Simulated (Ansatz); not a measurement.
# KLiF3 (built on the sites of a database entry of KAgF3): from the cell to its phonons, part 2 of 3

Wanted: phonon frequencies of KLiF3 (built on the sites of a database entry of KAgF3) and what follows from them.

Ansatz 0.2.0; DFT LDA, scalar-relativistic, plane waves, PAW.

So far. Step 4 (Relaxing to small forces for the phonons): The forces vanish by symmetry and the pressure is 0.000 GPa, within the tolerances set. The cell now holds 11.14 Å³/atom. The relaxed cell has a, b, c = 5.270, 5.528, 3.823 Å (conventional setting).

The structure was built from a prototype and need not be the compound's stable phase.

## (5) Modes at Γ

The zone centre comes first: it holds the modes that light can see, as far as symmetry allows. No field response is asked, since the mesh shows no gap.

input.yaml reads:

```yaml
crystal:
  lattice:
    - [2.6352098271, -2.7640039222, 0.0]
    - [2.6352098271, 2.7640039222, 0.0]
    - [0.0, 0.0, 3.8230002239]
  atoms:
    - { symbol: K, position: [0.0, 0.0, 0.5] }
    - { symbol: Li, position: [0.5, 0.5, 0.0] }
    - { symbol: F, position: [0.5, 0.0, 0.0] }
    - { symbol: F, position: [0.0, 0.5, 0.0] }
    - { symbol: F, position: [0.5, 0.5, 0.5] }
kpoints:
  mp_grid: { grid: [12, 12, 12] }
hamiltonian:
  xc: lda
scf:
  occupations: { method: methfessel_paxton, width: 0.2 }
output:
  eigenvalues: true
phonons:
  method: dfpt
```

The run is started by

```sh
> ansatz run input.yaml --threads 8 --pin off --max-ram 14336MiB --backend cpu --events-out ev --progress --plain --runs-dir out
```

Numbers of over 12 decimals in the logs are rounded to 6 here.

Output:

```text
zone centre: on kpoints.mp_grid the ground state, and the responses unless they are solved on pairs of k-points, stand on 518 of the mesh's 1728 k-points, reduced under 4 symmetry operations, with k and −k counted as one. Each operation leaves every solved displacement unchanged or reverses it
[...]
Crystal: 5 atoms, lattice volume = 55.691 Å³
Basis set: ecut = 420 eV, 1081 PW (Γ), exchange–correlation on 54×54×54 points (8 copies of the dense FFT grid, shifted against one another)
Bands: 22, of which v1, the nominal top of the filled ones, is band 17 counted from 1 (16 counted from 0)
Symmetry: 8 space group operations
k-points: 518 of 1728 (irreducible under 4 space group operations)
[...]
SCF iter   1: F=—  HF=-4082.093219 eV  |F-HF|=—  |Δ(HF+E_count)|=         —  Δρ=2.26e-2  dr2=1.79e-1  ethr=1.77e-3  ⟨swp⟩=4.5  Hψ=49344  notcnv=0
[...]
SCF iter  13: F=-4082.032725 eV  HF=-4082.032725 eV  |F-HF|=3.18e-12  |Δ(HF+E_count)|=  5.46e-12  S|Δr|=    0.00e0  Δρ=9.76e-8  dr2=4.71e-12  ethr=1.00e-12  ⟨swp⟩=9.0  Hψ=52421  notcnv=0
SCF 1 converged in 13 iterations: F = -4082.032725 eV  dr2 = 4.71e-12
[...]
DFPT response loops at Γ: preconditioner auto → Kerker (q_TF=auto, 2.500 Å⁻¹) (partly filled bands, converged f_vac=0.010); β = 1.00, the filter's whole step (`scf.mixing.beta` (0.50) is not read by the response loops under this deck's `scf.mixing.preconditioner`; to damp them name `kerker` or `kerker_dos`, under which they read `scf.mixing.beta`, and type it under 1.00, their step now; both keys bind the ground state too); Broyden in place of MSR1
SCF converged after 13 iterations
[...]
Free energy (F): -4082.032725 eV
[...]
Internal energy: -4082.007941 eV  (E = F + TS)
E sigma→0 (E₀):  -4082.026529 eV
Entropy (-TS):   -0.024785 eV (-4.957 meV/atom)
Fermi energy:    1.292655 eV
Step filling:    the computed levels leave a gap of 0.0000 eV = 0.0 smearing widths at the electron count; against every level under it full and every level over it empty, smearing changes F+E_penalty+E_count by -12.259 meV and its σ→0 estimate by -6.063 meV
[...]
--- Band table (eV; the first three rows and the last of 518) ---
  k-point 0: bands = [... 13 lower, 0.8103, 1.2728, 1.3315, 1.3940, 10.5347, 11.8601, 11.8792, 14.5155, ... 1 higher]
  k-point 1: bands = [... 13 lower, 0.7945, 1.2519, 1.2750, 1.3782, 10.6566, 11.9512, 11.9576, 14.5466, ... 1 higher]
  k-point 2: bands = [... 13 lower, 0.7530, 1.1165, 1.1921, 1.3346, 10.9945, 12.1504, 12.2464, 14.6306, ... 1 higher]
  k-point 517: bands = [... 13 lower, 1.1451, 1.4186, 1.4342, 1.4398, 12.5360, 12.6867, 12.7933, 16.3203, ... 1 higher]
--- Phonons (Γ-DFPT): 12 representative perturbations + reference, on 518 of 1728 k-points (Σ response iterations 39) ---
  k mesh reduced under 4 symmetry operations, with k and −k counted as one. Each operation leaves every solved displacement unchanged or reverses it
  ASR residual: 3.416e-5 → 0.000e0 eV/Å²; symmetrization residual: 2.200e-6 eV/Å²
  ASR residual per site (eV/Å²): 1.18e-5 1.11e-5 2.20e-5 2.20e-5 3.42e-5
  Γ frequencies (cm⁻¹): 0.00 0.00 0.00 153.16 176.35 177.05 180.01 182.21 206.94 252.71 259.94 269.17 443.74 447.83 461.96
  non-analytic LO–TO correction: not included (Born effective charges unavailable; polar crystals: no LO–TO splitting at Γ)
```

It took 50 s on 8 threads of Intel Xeon 6975P-C (Granite Rapids), shared host; peak memory 2 GiB.

In the SCF lines HF is the Harris–Foulkes energy and dr2 the Hartree energy of the density residual, in eV; the loop may stop once dr2 is under the threshold and the program's other checks hold. Hψ counts applications of the Hamiltonian.

Numbers from this step:

| Quantity | Value |
| --- | --- |
| sum-rule residual before enforcement | 3.42e-5 eV/Å² |
| point group | mmm |
| highest optical mode at the zone centre (no LO-TO term) | 462.0 cm⁻¹ |
| lowest optical zone-centre mode | 153.2 cm⁻¹ |

Patterns of degenerate modes are one choice out of their space. Modes at Γ, with each element's share of the kinetic energy:

```
mode  frequency (cm⁻¹)  symmetry  K %  Li %  F %
   1               0.0  acoustic   38     7   55
   2               0.0  acoustic   38     7   55
   3               0.0  acoustic   38     7   55
   4             153.2       B2u   37     2   61
   5             176.3       B1u   61     4   36
   6             177.1       B2u   24     2   74
   7             180.0       B3u   33     2   65
   8             182.2        Au    0     0  100
   9             206.9       B3u   26     3   71
  10             252.7       B2u    1    11   89
  11             259.9       B1u    1    12   87
  12             269.2       B3u    2    12   86
  13             443.7       B3u    0    77   22
  14             447.8       B1u    0    78   22
  15             462.0       B2u    0    79   21
```

Displacements in mode 4 (153.2 cm⁻¹), the largest set to 1:
```
K1   0.00 -0.63  0.00
Li2  0.00  0.34  0.00
F3   0.41  0.09  0.00
F4  -0.41  0.09  0.00
F5   0.00  1.00  0.00
```

Displacements in mode 7 (180.0 cm⁻¹), the largest set to 1:
```
K1   0.78  0.00  0.00
Li2 -0.40  0.00  0.00
F3  -1.00  0.32  0.00
F4  -1.00 -0.32  0.00
F5   0.54  0.00  0.00
```

Before it was imposed, the acoustic sum rule was missed by 3.4e-5 eV/Å². Small misses are needed for a sound result but don't prove that mesh and cutoff are converged. The lowest optical mode is real, 153 cm⁻¹.

## (6) Response at finite wavevector

Stability and thermal properties need the whole zone. Linear response on a 2×2×2 q mesh gives force constants as far as a supercell of that size would.

Changes to input.yaml since step 5:

```diff
@@ -21 +21,10 @@
   method: dfpt
+  qmesh: [2, 2, 2]
+  temperatures: { t_max: 1000, t_step: 50 }
+  qpath:
+    path:
+      - [[0.0, 0.0, 0.0], [-0.5, 0.5, 0.0], [-0.47724435, 0.52275565, 0.0]]
+      - [[0.47724435, 0.47724435, 0.0], [0.0, 0.0, 0.0], [0.0, 0.0, 0.5], [0.47724435, 0.47724435, 0.5]]
+      - [[-0.47724435, 0.52275565, 0.5], [-0.5, 0.5, 0.5], [-0.5, 0.5, 0.0]]
+      - [[0.0, 0.0, 0.0], [0.0, 0.5, 0.0], [0.0, 0.5, 0.5], [0.0, 0.0, 0.5], [-0.5, 0.5, 0.5]]
+    npoints: 10
```

Output:

```text
[...]
Crystal: 5 atoms, lattice volume = 55.691 Å³
Basis set: ecut = 420 eV, 1081 PW (Γ), exchange–correlation on 54×54×54 points (8 copies of the dense FFT grid, shifted against one another)
Bands: 22, of which v1, the nominal top of the filled ones, is band 17 counted from 1 (16 counted from 0)
Symmetry: 8 space group operations
k-points: 301 of 1728
[...]
SCF iter   1: F=—  HF=-4082.093225 eV  |F-HF|=—  |Δ(HF+E_count)|=         —  Δρ=2.26e-2  dr2=1.79e-1  ethr=1.77e-3  ⟨swp⟩=4.5  Hψ=28693  notcnv=0
[...]
SCF iter  13: F=-4082.032725 eV  HF=-4082.032725 eV  |F-HF|=3.18e-12  |Δ(HF+E_count)|=  5.46e-12  S|Δr|=    0.00e0  Δρ=9.78e-8  dr2=4.73e-12  ethr=1.00e-12  ⟨swp⟩=9.0  Hψ=30626  notcnv=0
SCF 1 converged in 13 iterations: F = -4082.032725 eV  dr2 = 4.73e-12
[...]
phonons: the bands overlap, so this run is a metal and interpolates without the dipole-dipole term. If the crystal is really an insulator or semiconductor, its LO-TO splitting is missing
NSCF: frozen V_eff on 301 k-points
[...]
DFPT response loops at q = (0, 0, 0) (fractional): preconditioner auto → Kerker (q_TF=auto, 2.500 Å⁻¹) (partly filled bands, converged f_vac=0.010); β = 1.00, the filter's whole step (`scf.mixing.beta` (0.50) is not read by the response loops under this deck's `scf.mixing.preconditioner`; to damp them name `kerker` or `kerker_dos`, under which they read `scf.mixing.beta`, and type it under 1.00, their step now; both keys bind the ground state too); Broyden in place of MSR1
[...]
SCF converged after 13 iterations
[...]
Free energy (F): -4082.032725 eV
[...]
Internal energy: -4082.007941 eV  (E = F + TS)
E sigma→0 (E₀):  -4082.026529 eV
Entropy (-TS):   -0.024785 eV (-4.957 meV/atom)
Fermi energy:    1.292655 eV
[...]
--- Band table (eV; the first three rows and the last of 301) ---
  k-point 0: bands = [... 13 lower, 0.8103, 1.2728, 1.3315, 1.3940, 10.5347, 11.8601, 11.8792, 14.5155, ... 1 higher]
  k-point 1: bands = [... 13 lower, 0.7945, 1.2519, 1.2750, 1.3782, 10.6566, 11.9512, 11.9576, 14.5466, ... 1 higher]
  k-point 2: bands = [... 13 lower, 0.7530, 1.1165, 1.1921, 1.3346, 10.9945, 12.1504, 12.2464, 14.6306, ... 1 higher]
  k-point 300: bands = [... 13 lower, 1.1451, 1.4186, 1.4342, 1.4398, 12.5360, 12.6867, 12.7933, 16.3203, ... 1 higher]
--- Phonons (Γ-DFPT): 12 representative perturbations + reference (Σ response iterations 39) ---
  ASR residual: 3.528e-5 → 0.000e0 eV/Å²; symmetrization residual: 2.214e-6 eV/Å²
  ASR residual per site (eV/Å²): 1.20e-5 1.10e-5 2.21e-5 2.21e-5 3.53e-5
[...]
--- Phonons (arbitrary-q DFPT): 6 irreducible q on the 2×2×2 mesh ---
  q = [0.0000, 0.0000, 0.0000] (star 1, of the zone-centre solve; hermiticity 8.29e-7, symmetrization 2.16e-13): 0.00 0.00 0.00 153.16 176.35 177.05 180.01 182.21 206.94 252.71 259.94 269.17 443.74 447.83 461.96
  q = [0.0000, 0.0000, -0.5000] (star 1, 12 solved perturbations in 4263 linear systems a pass and spin channel, the states on 518 of 1728 k-point pairs; hermiticity 9.98e-7, symmetrization 1.58e-12): 103.26 104.45 111.57 122.04 153.51 156.53 157.38 189.62 211.41 225.53 237.41 258.30 380.60 442.50 461.37
  q = [0.0000, -0.5000, 0.0000] (star 2, 15 solved perturbations on 518 of 1728 k-point pairs; hermiticity 1.05e-6, symmetrization 7.37e-14): 95.83 98.89 103.68 117.94 158.72 164.59 179.94 182.00 185.40 231.62 236.85 263.29 387.06 446.90 453.20
[...]
sum rule: each row above includes the acoustic sum rule's correction from the zone centre's row sums; it moved no ω² by more than (0.71 cm⁻¹)²
  mesh force constants: q→R imaginary residual 6.83e-18; ASR residual 3.528e-5 → 0.000e0 eV/Å²; symmetrization residual 8.882e-16 eV/Å²
  interpolated dispersion: 114 rows × 15 modes
  density of states and harmonic sums: on the 16×16×16 q-mesh, interpolated from the force constants of a 2×2×2 supercell (no non-analytic term)
  largest difference from the sums on the solved wave vectors: F 8.57e-2 eV, S 1.18e-4 and C_V 3.23e-5 eV/K
  zero-point energy: 0.207806 eV/cell   skipped modes (ω ≤ 0): 3   left out of the sums: 4.88e-5 of the cell's modes: C_V's classical limit lies that fraction below 3 k_B per atom; for a crystal, a wire or a layer, F and S can be off by more, and a phonons.interpolated_qmesh denser along its periods is the remedy for the sampling
```

It took 4.3 min on 8 threads; peak memory 1.9 GiB.

Numbers from this step:

```yaml
sum_rule_residual_before_enforcement: 3.53e-5 eV/Å²
lowest_frequency_on_the_path: 0 cm⁻¹
highest_frequency_on_the_path_or_at_a_solved_wavevector: 462 cm⁻¹
mean_frequency: 223.5 cm⁻¹
debye_temperature_second_moment: 462 K
logarithmic_mean_frequency: 198.3 cm⁻¹
lowest_mode_on_the_q_mesh_acoustic_modes_at_gamma_apart: 95.83 cm⁻¹
zero_point_energy_per_atom: 41.56 meV
heat_capacity_at_300_k: 22.34 J/(mol atoms K)
vibrational_entropy_at_300_k: 27.59 J/(mol atoms K)
```

Frequencies (cm⁻¹) solved at each irreducible wavevector; negative means imaginary. Frequencies by wavevector, by row:

| q in reciprocal lattice units | star | mode 1 | mode 2 | mode 3 | mode 4 | mode 13 | mode 14 | mode 15 |
| --- | --- | --- | --- | --- | --- | --- | --- | --- |
| 0 0 0 | 1 | 0 | 0 | 0 | 153.2 | 443.7 | 447.8 | 462 |
| 0 0 -0.5 | 1 | 103.3 | 104.5 | 111.6 | 122 | 380.6 | 442.5 | 461.4 |
| 0 -0.5 0 | 2 | 95.8 | 98.9 | 103.7 | 117.9 | 387.1 | 446.9 | 453.2 |
| 0 -0.5 -0.5 | 2 | 109.5 | 115.1 | 130.7 | 140.9 | 363.4 | 369.6 | 452.6 |
| -0.5 -0.5 0 | 1 | 118 | 120.5 | 132.8 | 136.1 | 370.5 | 373.5 | 446.5 |
| -0.5 -0.5 -0.5 | 1 | 117.6 | 135.3 | 143.7 | 146.4 | 349.9 | 354.9 | 361.2 |

Interpolated from a 2×2×2 q mesh, rough between the solved points. The phonon branches at the labelled points (cm⁻¹):

```
     point  branch 1  branch 2  branch 3  branch 4  branch 12  branch 13  branch 14  branch 15
         Γ         0         0         0       153        269        444        448        462
   halfway        73        80       133       141        262        412        428        447
         Y       118       120       133       136        309        370        374        446
   halfway       118       121       133       136        309        371        374        446
        C0       118       121       133       135        308        371        374        446
jump to Σ0       118       121       133       135        308        371        374        446
   halfway        66        76       108       139        271        420        436        447
         Γ         0         0         0       153        269        444        448        462
   halfway        47        52       108       152        254        419        443        462
         Z       103       104       112       122        258        381        442        461
   halfway       113       114       126       127        289        364        416        430
        A0       118       135       144       146        345        350        358        362
jump to E0       118       135       144       146        345        350        358        362
   halfway       118       135       144       146        347        350        356        362
         T       118       135       144       146        348        350        355        361
   halfway       121       132       136       140        320        363        367        412
         Y       118       120       133       136        309        370        374        446
 jump to Γ         0         0         0       153        269        444        448        462
   halfway        47        50       108       140        264        423        447        455
         S        96        99       104       118        263        387        447        453
   halfway       102       111       113       125        279        378        414        453
         R       110       115       131       141        308        363        370        453
   halfway       111       113       119       130        277        372        418        454
         Z       103       104       112       122        258        381        442        461
   halfway       112       125       143       144        291        366        407        427
         T       118       135       144       146        348        350        355        361
```

Tetrahedra on a 16×16×16 mesh, mean over bins of 5 cm-1. Interpolated from a 2×2×2 q mesh, rough between the solved points. Table of phonon density of states by wavenumber; read off at these points:

```csv
wavenumber (cm⁻¹),phonon density of states (1/cm⁻¹/cell)
2,2.0e-5
12,4.9e-4
28,0.00251
38,0.00438
52,0.00778
62,0.0106
78,0.0161
88,0.0221
102,0.0449
112,0.0634
128,0.0589
138,0.0844
142,0.0995
152,0.0660
162,0.0825
178,0.0864
188,0.0554
202,0.0520
208,0.0668
212,0.0613
228,0.0888
232,0.0961
238,0.0743
252,0.0187
262,0.0297
278,0.0182
288,0.0139
302,0.00979
312,0.00503
328,0.00147
338,3.8e-4
352,0.00106
362,0.0117
378,0.0313
388,0.0299
402,0.0249
412,0.0251
428,0.0299
438,0.0395
452,0.0457
462,0.00343
```

Phonopy on the run's constants, 15x15x15 mesh, Gaussian sigma 3.5 cm-1. Interpolated from a 2×2×2 q mesh, rough between the solved points. The partial phonon density of states by wavenumber; read off at these points; values in 1/cm⁻¹/cell:

```
wavenumber (cm⁻¹)        F        K       Li
            -10.0        0        0        0
              0.0   5.0e-5   3.8e-5   1.0e-5
             10.0   2.5e-4   1.7e-4   2.8e-5
             20.0   7.5e-4   5.0e-4   8.8e-5
             30.0  0.00174  0.00117   2.0e-4
             40.0  0.00302  0.00199   3.4e-4
             50.0  0.00390  0.00256   4.1e-4
             60.0  0.00541  0.00357   5.5e-4
             70.0  0.00784  0.00524   7.6e-4
             80.0  0.00925  0.00614   8.1e-4
             90.0   0.0146  0.00939  0.00108
            100.0   0.0250   0.0134  0.00121
            110.0   0.0356   0.0207  0.00110
            120.0   0.0376   0.0212   9.9e-4
            130.0   0.0372   0.0281  0.00110
            140.0   0.0429   0.0460  0.00125
            142.8   0.0431   0.0468   0.0012
            150.0   0.0423   0.0310  0.00136
            160.0   0.0513   0.0254  0.00150
            164.6   0.0552   0.0241  0.00146
            170.0   0.0498   0.0204  0.00143
            180.0   0.0483   0.0220  0.00173
            190.0   0.0395   0.0137  0.00171
            200.0   0.0410  0.00763  0.00216
            210.0   0.0520  0.00758  0.00291
            220.0   0.0528  0.00421  0.00298
            230.0   0.0814  0.00282  0.00518
            240.0   0.0561  0.00240  0.00326
            250.0   0.0248  0.00110  0.00151
            260.0   0.0214   2.3e-4  0.00260
            264.4   0.0265   1.9e-4  0.00328
            270.0   0.0236   1.1e-4  0.00301
            280.0   0.0147   3.0e-5  0.00209
            290.0   0.0112   2.0e-5  0.00175
            300.0  0.00878   2.0e-5  0.00138
            310.0  0.00566   1.0e-5   9.5e-4
            320.0  0.00243   1.6e-6   5.9e-4
            330.0   9.2e-4        0   3.1e-4
            340.0   2.4e-4        0   1.0e-4
            350.0   4.8e-5   4.5e-6   9.3e-4
            360.0   2.7e-4   6.6e-5  0.00893
            370.0  0.00101   2.0e-4   0.0227
            380.0  0.00234   2.0e-4   0.0291
            390.0  0.00287   1.1e-4   0.0226
            400.0  0.00399   1.0e-4   0.0220
            410.0  0.00451   6.7e-5   0.0202
            420.0  0.00466   5.2e-5   0.0197
            430.0  0.00663   5.0e-5   0.0258
            440.0  0.00887   5.0e-5   0.0333
            445.3   0.0103   4.0e-5   0.0387
            450.0  0.00900   2.5e-5   0.0340
            460.0  0.00277   1.0e-5   0.0105
            470.0   3.0e-5        0   1.2e-4
            480.0        0        0        0
```

(Continued in part 3 of 3.)

[Logs are printed without paths, hosts, clocks, repeated set-up lines and the standing remarks that a program may print on its own settings, such as how far it seeks lower states.]

[Hosts, paths, dates, database ids (printed as entryN), source tags and the programs' standing remarks are cut or masked in the printed files.]
